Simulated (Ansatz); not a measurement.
# Decaying states in the gap of LuAlH2O4

Wanted: the relaxed cell of LuAlH2O4, its band edges and its decay constants. It is built by putting Al for part of the Lu in the LuHO2 structure of space group Pmn2_1, with the volume rescaled by atomic radii. The parent structure comes from the Materials Project.

Calculated with Ansatz 0.2.0; r2SCAN DFT, plane waves, PAW files, in the first sound run; inputs show where later runs differ.

The structure was built from a prototype and need not be the compound's stable phase.

**1. The structure**

The structure is monoclinic, space group Pm (No. 6). The conventional cell has a = 4.408 Å, b = 3.130 Å, c = 4.946 Å, α = 90.00°, β = 90.00°, γ = 90.00°. Nearest to Al lie 6 O at 1.99 to 2.15 Å. Nearest to Lu lie 6 O at 1.99 to 2.15 Å and 4 H at 2.40 to 2.61 Å. Nearest to H lie 4 O at 0.94 to 2.64 Å and 2 Lu at 2.40 to 2.61 Å and 2 Al at 2.59 Å. Nearest to H lie 2 O at 0.94 to 1.54 Å and 2 Al at 2.40 to 2.61 Å and 2 Lu at 2.59 Å. O has 1 H at 0.94 Å and 2 Al at 2.14 Å and 1 Lu at 2.15 Å nearest. Nearest to O lie 1 H at 1.54 Å and 1 Al at 1.99 Å and 2 Lu at 2.01 Å. It derives from LuHO2. Al for part of the Lu in the LuHO2 structure of space group Pmn2_1. Farther neighbours and most contacts between anions are not listed.

**2. Relaxing the new crystal**

The substituted atoms don't fit the parent's cell, so cell and atoms relax together. A small smearing keeps the run stable in case the gap closes on the way.

input.yaml

```yaml
crystal:
  lattice:
    - [3.1304011833, 0.0, 0.0]
    - [0.0, 4.4078872399, 0.0]
    - [0.0, 0.0, 4.9460821848]
  atoms:
    - { symbol: Al, position: [0.0, 0.72145105, 0.9841286] }
    - { symbol: Lu, position: [0.5, 0.27854895, 0.4841286] }
    - { symbol: H, position: [0.5, 0.1876832, 0.96171135] }
    - { symbol: H, position: [0.0, 0.8123168, 0.46171135] }
    - { symbol: O, position: [0.5, 0.01517027, 0.85081682] }
    - { symbol: O, position: [0.0, 0.51551405, 0.62611824] }
    - { symbol: O, position: [0.0, 0.98482973, 0.35081682] }
    - { symbol: O, position: [0.5, 0.48448595, 0.12611824] }
kpoints:
  mp_grid: { grid: [8, 6, 4] }
scf:
  occupations: { method: gaussian, width: 0.03 }
hamiltonian:
  xc: r2scan
output:
  forces: true
  stress: true
relax:
  f_tol: 0.02
  max_steps: 60
  cell: {}
```

Started as:

```bash
> ansatz run input.yaml --threads 2 --pin off --max-ram 4096MiB --backend cpu --events-out ev --progress --plain --runs-dir out
```

Numbers of over 12 decimals in the logs are rounded to 6 here.

The program printed:

```text
Engine: ansatz 0.2.0, x86_64-unknown-linux-gnu
Pseudopotentials: kind: paw
Pseudopotential: Al, paw, valence charge 3, recommended cutoff 500 eV (meta_gga), Al.paw.azcp
Pseudopotential: Lu, paw, valence charge 25, recommended cutoff 500 eV (meta_gga), Lu.paw.azcp
Pseudopotential: H, paw, valence charge 1, recommended cutoff 500 eV (meta_gga), H.paw.azcp
Pseudopotential: O, paw, valence charge 6, recommended cutoff 500 eV (meta_gga), O.paw.azcp
Functional definition: r2SCAN
  parameter k0 = 0.174
  parameter k1 = 0.065
  parameter a1 = 4.9479
  exchange = r2scan_x(k0 = k0, k1 = k1, a1 = a1)
  correlation = r2scan_c
Crystal: 8 atoms, lattice volume = 68.248 Å³
Basis set: ecut = 500 eV, 1733 PW (Γ), exchange–correlation on 96×144×160 points (64 copies of the dense FFT grid, shifted against one another)
Bands: 35, of which v1, the nominal top of the filled ones, is band 27 counted from 1 (26 counted from 0)
Symmetry: 2 space group operations
Space group: Pm (ITA 6), of the structure as read, at distance tolerance 4.1e-5 Å
k-points: 70 of 192 (time reversal used)
Non-local potential: Al, projectors of the file, l = 0: 2, l = 1: 2, l = 2: 1
Non-local potential: Lu, projectors of the file, l = 0: 3, l = 1: 2, l = 2: 2, l = 3: 3
Non-local potential: H, projectors of the file, l = 0: 2, l = 1: 1
Non-local potential: O, projectors of the file, l = 0: 2, l = 1: 2, l = 2: 1
PAW form: soft (Blöchl's): semilocal exchange-correlation on the pseudo side does not see the compensation charge
PAW frozen core: Al, regenerated for the run's functional (the file was generated under x = pbe(κ = 0.804, μ = 0.219515), c = pbe(β = 0.066725))
PAW frozen core: Lu, regenerated for the run's functional (the file was generated under x = pbe(κ = 0.804, μ = 0.219515), c = pbe(β = 0.066725))
PAW frozen core: O, regenerated for the run's functional (the file was generated under x = pbe(κ = 0.804, μ = 0.219515), c = pbe(β = 0.066725))
PAW one-centre angular grid: Al, 302 points (default); XC on 160 Gauss nodes
PAW one-centre angular grid: Lu, 974 points (default); XC on 160 Gauss nodes
PAW one-centre angular grid: H, 302 points (default); XC on 160 Gauss nodes
PAW one-centre angular grid: O, 302 points (default); XC on 160 Gauss nodes
Initial density: superposition of atomic densities (neutral atoms: chi_scale 0, normalization atom), corrected by the library's trained network
Initial wavefunctions: pseudopotential atomic-orbital guess
Functional: x = r2scan, c = r2scan; τ floored in thin density (d = 2e-4 eV/Å³)
SCF iter   1: F=—  HF=-17598.602286 eV  |F-HF|=—  |Δ(HF+E_count)|=         —  Δρ=1.07e-2  dr2=6.32e-2  dr2_τ=5.14e-1  ethr=1.77e-3  ⟨swp⟩=5.7  Hψ=11125  notcnv=0  defer=6
preconditioner: auto → Resta (q_TF=auto, 2.624 Å⁻¹)  ε∞=4.6  [insulator: Δε(μ)=4.631 eV  Ē_g=17.133 eV  σ=0.030 eV  W_gap=1.00  n_scr=20 (ndim 8)  ℏωp=32.4 eV  f_vac=0.017  D(μ)=0.00/eV (n_scr^D=0)  ε∞_Penn≈4.6]
SCF iter   2: F=—  HF=-17598.730514 eV  |F-HF|=—  |Δ(HF+E_count)|=   1.28e-1  Δρ=6.90e-3  dr2=2.17e-2  dr2_τ=4.65e-3  ethr=1.17e-4  ⟨swp⟩=3.0  Hψ=6084  notcnv=0  defer=160
SCF iter   3: F=—  HF=-17598.716468 eV  |F-HF|=—  |Δ(HF+E_count)|=   1.40e-2  Δρ=4.44e-3  dr2=8.94e-3  dr2_τ=5.88e-4  ethr=4.02e-5  ⟨swp⟩=2.9  Hψ=5370  notcnv=0  defer=128
automatic band count: iteration 3 solves 34 bands in place of 35: the levels show a gap, and the empty bands left out lie too high to hold charge; the band table lists the bands solved (type scf.n_extra_bands for more)
SCF iter   4: F=—  HF=-17598.715964 eV  |F-HF|=—  |Δ(HF+E_count)|=   5.03e-4  Δρ=1.20e-3  dr2=7.44e-4  dr2_τ=1.60e-4  ethr=1.66e-5  ⟨swp⟩=2.1  Hψ=4278  notcnv=0  defer=58
automatic band count: iteration 4 solves 33 bands in place of 34: the levels show a gap, and the empty bands left out lie too high to hold charge; the band table lists the bands solved (type scf.n_extra_bands for more)
SCF iter   5: F=—  HF=-17598.715867 eV  |F-HF|=—  |Δ(HF+E_count)|=   9.78e-5  Δρ=3.56e-4  dr2=5.97e-5  dr2_τ=1.86e-5  ethr=1.38e-6  ⟨swp⟩=2.7  Hψ=3831  notcnv=0  defer=58
SCF iter   6: F=—  HF=-17598.715866 eV  |F-HF|=—  |Δ(HF+E_count)|=   4.23e-7  Δρ=1.38e-4  dr2=1.15e-5  dr2_τ=1.01e-6  ethr=1.11e-7  ⟨swp⟩=2.0  Hψ=3664  notcnv=0  defer=58
SCF iter   7: F=—  HF=-17598.715867 eV  |F-HF|=—  |Δ(HF+E_count)|=   2.46e-7  Δρ=3.05e-5  dr2=6.23e-7  dr2_τ=5.98e-8  ethr=2.13e-8  ⟨swp⟩=2.5  Hψ=4296  notcnv=0  defer=58
SCF iter   8: F=—  HF=-17598.715867 eV  |F-HF|=—  |Δ(HF+E_count)|=   4.39e-8  Δρ=2.08e-5  dr2=2.18e-7  dr2_τ=3.33e-8  ethr=1.85e-10  ⟨swp⟩=6.0  Hψ=10859  notcnv=0
SCF iter   9: F=-17598.715867 eV  HF=-17598.715867 eV  |F-HF|=3.53e-9  |Δ(HF+E_count)|=   4.42e-8  Δρ=3.58e-6  dr2=9.61e-9  dr2_τ=8.62e-10  ethr=1.85e-10  ⟨swp⟩=5.4  Hψ=9551  notcnv=0
SCF 1 converged in 9 iterations: F = -17598.715867 eV  dr2 = 9.61e-9
  greatest PAW one-centre occupation: 0.997 electrons in one spin orbital (limit 2), on the Lu atom at site 1 (counted from 0), in its partial waves of l = 0
relax step   1: F+E_penalty+E_count = -17598.71586651 eV  Δ(F+E_penalty+E_count) = +0.000e0 eV  max|allowed force component| = 5.266e0 eV/Å  Δτ_max = 0.0000 Å  P = +20.638 GPa  Ω = 68.248 Å³  (9 SCF iters, dr2 threshold 1.00e-7 eV, accepted)
Crystal: 8 atoms, lattice volume = 73.001 Å³
Basis set: ecut = 500 eV, 1849 PW (Γ), exchange–correlation on 96×144×160 points (64 copies of the dense FFT grid, shifted against one another)
Initial density: handed on by an earlier stage of this run
Initial wavefunctions: those handed on with the density
iter 1 solved again at ethr=1.67e-3 eV; its pass at ethr=3.10e-3 eV (dr2=9.02e-1 eV) is discarded
SCF iter   1: F=—  HF=-17599.831826 eV  |F-HF|=—  |Δ(HF+E_count)|=         —  Δρ=2.62e-2  dr2=9.09e-1  dr2_τ=3.78e0  ethr=1.67e-3  ⟨swp⟩=1.0  Hψ=14017  notcnv=0
automatic band count: iteration 1 solves 31 bands in place of 35: the levels show a gap, and the empty bands left out lie too high to hold charge; the band table lists the bands solved (type scf.n_extra_bands for more)
preconditioner: auto → Resta (q_TF=auto, 2.595 Å⁻¹)  ε∞=5.5  [insulator: Δε(μ)=4.304 eV  Ē_g=14.828 eV  σ=0.030 eV  W_gap=1.00  n_scr=20 (ndim 8)  ℏωp=31.3 eV  f_vac=0.036  D(μ)=0.00/eV (n_scr^D=0)  ε∞_Penn≈5.5]
SCF iter   2: F=—  HF=-17600.360391 eV  |F-HF|=—  |Δ(HF+E_count)|=   5.29e-1  Δρ=1.27e-2  dr2=2.03e-1  dr2_τ=7.47e-3  ethr=1.67e-3  ⟨swp⟩=3.9  Hψ=4387  notcnv=0
SCF iter   3: F=—  HF=-17600.331128 eV  |F-HF|=—  |Δ(HF+E_count)|=   2.93e-2  Δρ=7.50e-3  dr2=5.45e-2  dr2_τ=4.42e-3  ethr=3.76e-4  ⟨swp⟩=4.8  Hψ=5209  notcnv=0
[...]
preconditioner: auto → Resta (q_TF=auto, 2.606 Å⁻¹)  ε∞=5.4  [insulator: Δε(μ)=4.790 eV  Ē_g=15.150 eV  σ=0.030 eV  W_gap=1.00  n_scr=20 (ndim 8)  ℏωp=31.8 eV  f_vac=0.017  D(μ)=0.00/eV (n_scr^D=0)  ε∞_Penn≈5.4]
SCF iter   2: F=—  HF=-17600.396691 eV  |F-HF|=—  |Δ(HF+E_count)|=   2.52e-2  Δρ=3.89e-3  dr2=7.18e-3  dr2_τ=5.99e-4  ethr=4.84e-5  ⟨swp⟩=3.3  Hψ=4494  notcnv=0
SCF iter   3: F=—  HF=-17600.395819 eV  |F-HF|=—  |Δ(HF+E_count)|=   8.71e-4  Δρ=1.28e-3  dr2=1.11e-3  dr2_τ=1.36e-4  ethr=1.33e-5  ⟨swp⟩=3.1  Hψ=4051  notcnv=0
SCF iter   4: F=—  HF=-17600.395826 eV  |F-HF|=—  |Δ(HF+E_count)|=   6.97e-6  Δρ=5.70e-4  dr2=1.71e-4  dr2_τ=2.22e-5  ethr=2.06e-6  ⟨swp⟩=2.0  Hψ=4320  notcnv=0
SCF iter   5: F=—  HF=-17600.395791 eV  |F-HF|=—  |Δ(HF+E_count)|=   3.48e-5  Δρ=2.58e-4  dr2=4.72e-5  dr2_τ=5.59e-6  ethr=3.17e-7  ⟨swp⟩=2.1  Hψ=4067  notcnv=0
SCF iter   6: F=—  HF=-17600.395770 eV  |F-HF|=—  |Δ(HF+E_count)|=   2.11e-5  Δρ=1.14e-4  dr2=1.27e-5  dr2_τ=5.33e-7  ethr=8.75e-8  ⟨swp⟩=2.0  Hψ=4060  notcnv=0
SCF iter   7: F=—  HF=-17600.395766 eV  |F-HF|=—  |Δ(HF+E_count)|=   3.68e-6  Δρ=4.53e-5  dr2=1.69e-6  dr2_τ=1.22e-7  ethr=2.35e-8  ⟨swp⟩=2.0  Hψ=3921  notcnv=0
SCF iter   8: F=-17600.395766 eV  HF=-17600.395766 eV  |F-HF|=8.75e-8  |Δ(HF+E_count)|=   2.66e-7  Δρ=1.46e-5  dr2=2.01e-7  dr2_τ=1.59e-8  ethr=1.48e-9  ⟨swp⟩=6.0  Hψ=10421  notcnv=0
SCF 3 converged in 8 iterations: F = -17600.395766 eV  dr2 = 2.01e-7
relax step   3: F+E_penalty+E_count = -17600.39576614 eV  Δ(F+E_penalty+E_count) = -9.909e-2 eV  max|allowed force component| = 2.939e-1 eV/Å  Δτ_max = 0.0462 Å  P = +0.206 GPa  Ω = 71.124 Å³  energy of the carried Pulay correction = -2.333e-3 eV  (8 SCF iters, dr2 threshold 8.00e-7 eV, accepted)
[...]
relax step   4: F+E_penalty+E_count = -17600.40235375 eV  Δ(F+E_penalty+E_count) = -6.588e-3 eV  max|allowed force component| = 9.682e-2 eV/Å  Δτ_max = 0.0131 Å  P = -0.039 GPa  Ω = 71.308 Å³  energy of the carried Pulay correction = -2.480e-3 eV  (6 SCF iters, dr2 threshold 8.00e-7 eV, accepted)
[...]
relax step   5: F+E_penalty+E_count = -17600.40332802 eV  Δ(F+E_penalty+E_count) = -9.743e-4 eV  max|allowed force component| = 5.946e-2 eV/Å  Δτ_max = 0.0118 Å  P = -0.049 GPa  Ω = 71.384 Å³  energy of the carried Pulay correction = -2.540e-3 eV  (7 SCF iters, dr2 threshold 5.86e-7 eV, accepted)
[...]
relax step   6: F+E_penalty+E_count = -17600.40382495 eV  Δ(F+E_penalty+E_count) = -4.969e-4 eV  max|allowed force component| = 2.392e-2 eV/Å  Δτ_max = 0.0058 Å  P = -0.051 GPa  Ω = 71.395 Å³  energy of the carried Pulay correction = -2.548e-3 eV  (5 SCF iters, dr2 threshold 3.57e-7 eV, accepted)
[...]
relax step   7: F+E_penalty+E_count = -17600.40387573 eV  Δ(F+E_penalty+E_count) = -5.078e-5 eV  max|allowed force component| = 5.621e-3 eV/Å  Δτ_max = 0.0015 Å  P = +0.005 GPa  Ω = 71.372 Å³  energy of the carried Pulay correction = -2.530e-3 eV  (6 SCF iters, dr2 threshold 3.57e-8 eV, accepted)
Initial wavefunctions: pseudopotential atomic-orbital guess (no wavefunctions were taken with the density)
iter 1 solved again at ethr=3.50e-8 eV; its pass at ethr=3.10e-3 eV (dr2=1.89e-5 eV) is discarded
SCF iter   1: F=—  HF=-17600.405855 eV  |F-HF|=—  |Δ(HF+E_count)|=         —  Δρ=3.17e-4  dr2=2.75e-6  dr2_τ=9.45e-6  ethr=3.50e-8  ⟨swp⟩=4.0  Hψ=19294  notcnv=0
preconditioner: auto → Resta (q_TF=auto, 2.604 Å⁻¹)  ε∞=4.5  [insulator: Δε(μ)=4.847 eV  Ē_g=16.831 eV  σ=0.030 eV  W_gap=1.00  n_scr=20 (ndim 8)  ℏωp=31.7 eV  f_vac=0.020  D(μ)=0.00/eV (n_scr^D=0)  ε∞_Penn≈4.5]
SCF iter   2: F=—  HF=-17600.406045 eV  |F-HF|=—  |Δ(HF+E_count)|=   1.91e-4  Δρ=1.62e-4  dr2=7.52e-7  dr2_τ=8.71e-6  ethr=5.09e-9  ⟨swp⟩=2.0  Hψ=4093  notcnv=0
SCF iter   3: F=—  HF=-17600.406088 eV  |F-HF|=—  |Δ(HF+E_count)|=   4.29e-5  Δρ=2.11e-5  dr2=1.09e-7  dr2_τ=6.87e-8  ethr=1.39e-9  ⟨swp⟩=2.0  Hψ=4340  notcnv=0
SCF iter   4: F=—  HF=-17600.406088 eV  |F-HF|=—  |Δ(HF+E_count)|=   9.97e-8  Δρ=4.88e-6  dr2=6.23e-9  dr2_τ=3.21e-9  ethr=2.03e-10  ⟨swp⟩=2.1  Hψ=4354  notcnv=0
SCF iter   5: F=—  HF=-17600.406088 eV  |F-HF|=—  |Δ(HF+E_count)|=   1.75e-9  Δρ=2.61e-6  dr2=1.10e-9  dr2_τ=1.27e-9  ethr=1.15e-11  ⟨swp⟩=2.4  Hψ=4335  notcnv=0
SCF iter   6: F=—  HF=-17600.406088 eV  |F-HF|=—  |Δ(HF+E_count)|=   5.18e-9  Δρ=4.42e-7  dr2=8.06e-11  dr2_τ=3.38e-11  ethr=1.00e-12  ⟨swp⟩=4.1  Hψ=11286  notcnv=0
SCF iter   7: F=-17600.406088 eV  HF=-17600.406088 eV  |F-HF|=3.64e-12  |Δ(HF+E_count)|=  9.82e-11  Δρ=1.56e-7  dr2=1.68e-11  dr2_τ=2.30e-12  ethr=1.00e-12  ⟨swp⟩=5.1  Hψ=9749  notcnv=0
SCF 8 converged in 7 iterations: F = -17600.406088 eV  dr2 = 1.68e-11
relax step   8: F+E_penalty+E_count = -17600.40608812 eV  Δ(F+E_penalty+E_count) = -2.212e-3 eV  max|allowed force component| = 5.573e-3 eV/Å  Δτ_max = 0.0000 Å  P = -0.010 GPa  Ω = 71.372 Å³  stress off target by 2.56e-2 GPa  SCF on the basis re-selected at this cell (its energy is not comparable with the rows above)  (7 SCF iters)
basis re-selected at this cell: Δ(F+E_penalty+E_count) = -2.212e-3 eV, ΔP = -0.015 GPa vs the last step (what re-selecting the basis moved, of the pressure what is left beyond the Pulay correction that the steps carried, after the strain that the cell walked since its last selection, with what the two solves' SCF thresholds leave and, on support functions, any second-order correction that the steps lacked; it is no m [...]
SCF converged after 7 iterations
Free energy (F): -17600.406088 eV
Harris-Foulkes:  -17600.406088 eV  (|F-HF|=3.64e-12)
Internal energy: -17600.406088 eV  (E = F + TS)
E sigma→0 (E₀):  -17600.406088 eV
Fermi energy:    10.627503 eV
--- Per-component energies (eV) ---
  E_band       = -53.204458
  E_kinetic    = 1189.516433
  E_local      = -8990.047446  (includes V_loc(G=0)·N_el)
  E_nonlocal   = 772.423958
  E_hartree    = 3750.972169
  E_xc         = -568.475911
  E_vxc        = -780.467910  (∫ρ·V_xc dr)
  E_paw        = -8499.965923  (= ΣΔE_a)
  E_vpaw       = 206.646004  (= ΣTr[D̂ρ^β])
  E_aug_tail   = 0.003435  (compensation charges beyond the density's cutoff)
  E_vtau       = 46.776771  (kinetic-family band-sum trace: ∫τ·v_τ [+ j·A + Jᵃ·Aᵃ] dr)
  E_ewald      = -5255.322454
  E_core_change = 0.489651  (= ΣΔE_core)
  E_smearing   = -0.000000  (= −TS)
  E_closure    = 0.000000  (closes the sum)
  Σ components = -17600.406088   (vs F -17600.406088, Δ=0.00e0)
--- Forces (eV/Å), atoms counted from 1 ---
  atom   1  Al     0.00000000     0.00034503     0.00229027
  atom   2  Lu     0.00000000    -0.00042361     0.00041516
  atom   3  H      0.00000000     0.00268122    -0.00012343
  atom   4  H      0.00000000     0.00238419     0.00034206
  atom   5  O      0.00000000    -0.00213311    -0.00557272
  atom   6  O      0.00000000     0.00146253    -0.00104115
  atom   7  O      0.00000000    -0.00156199     0.00273028
  atom   8  O      0.00000000    -0.00275297     0.00096028
  max |Σ_I F_I| component: 1.30e-6 eV/Å
--- Stress (GPa, compression-positive) ---
       -0.009835       0.000000       0.000000
        0.000000      -0.022030       0.009809
        0.000000       0.009809       0.001095
  P = ⅓ Tr σ = -0.0103 GPa (-0.103 kbar)
--- Relaxed structure (7 steps of the walk, 7 accepted, 1 SCFs on fresh bases) ---
  F+E_penalty+E_count = -17600.40608812 eV   max|allowed force component| = 5.573e-3 eV/Å   (the final SCF, on the basis selected at the relaxed cell)
  cell:  # Å, volume = 71.3719 Å³
    - [3.115586, 0, 0]
    - [0, 4.568803, -0.057736]
    - [0, -0.064786, 5.014829]
  atoms:
    - { symbol: Al, position: [0, 0.725644, 0.988478] }
    - { symbol: Lu, position: [0.5, 0.285855, 0.484387] }
    - { symbol: H, position: [0.5, 0.174542, 0.967739] }
    - { symbol: H, position: [0.0, 0.807175, 0.453397] }
    - { symbol: O, position: [0.5, -0.011581, 0.859599] }
    - { symbol: O, position: [0, 0.539230, 0.659243] }
    - { symbol: O, position: [0, 0.965388, 0.317394] }
    - { symbol: O, position: [0.5, 0.513746, 0.115314] }
```

Wall time 64 s (2 threads of AMD EPYC 9R45, shared host); peak memory 0.64 GiB.

Relaxation path:

```
step  energy less that of the first step (eV)  largest force component (eV/Å)  pressure (GPa)  volume (Å³)
   1                                   0.0000                          5.2662           20.64        68.25
   2                                  -1.5808                          1.1225           -3.03        73.00
   3                                  -1.6799                          0.2939            0.21        71.12
   4                                  -1.6865                          0.0968           -0.04        71.31
   5                                  -1.6875                          0.0595           -0.05        71.38
   6                                  -1.6880                          0.0239           -0.05        71.40
   7                                  -1.6880                          0.0056            0.00        71.37
  8*                                  -1.6902                          0.0056           -0.01        71.37
```

Relaxation steps marked * repeat the geometry before them on a plane-wave basis chosen anew for their cell, so energy and pressure can jump there.

Forces are held to the 2 operations that the run works with; a distortion that breaks them can't arise in this run.

```
     cell as run  before  after  change
           a (Å)   3.130  3.116  -0.5 %
           b (Å)   4.408  4.569  +3.7 %
           c (Å)   4.946  5.015  +1.4 %
           α (°)   90.00  91.46  +1.6 %
volume (Å³/atom)    8.53   8.92  +4.6 %
```

The atoms that moved most (Å, as changes of fractional coordinates times the final cell):

```
atom     dx      dy      dz  length
  O6  0.000   0.106   0.165   0.196
  O7  0.000  -0.087  -0.166   0.188
  O8  0.000   0.134  -0.056   0.146
  O5  0.000  -0.123   0.046   0.131
  H3  0.000  -0.060   0.031   0.068
  H4  0.000  -0.023  -0.041   0.047
 Lu2  0.000   0.033   0.001   0.033
 Al1  0.000   0.019   0.022   0.029
```

Numbers from this step:

* free energy: -17600.4061 eV
* Fermi energy: 10.63 eV
* pressure: -0.01026 GPa

The largest force component on a free atom ends at 0.0056 eV/Å.

(Continued in part 2 of 3.)

[Logs are printed without paths, hosts, clocks, repeated set-up lines and the standing remarks that a program may print on its own settings, such as how far it seeks lower states.]

[Hosts, paths, dates, database ids (printed as entryN), source tags and the programs' standing remarks are cut or masked in the printed files.]
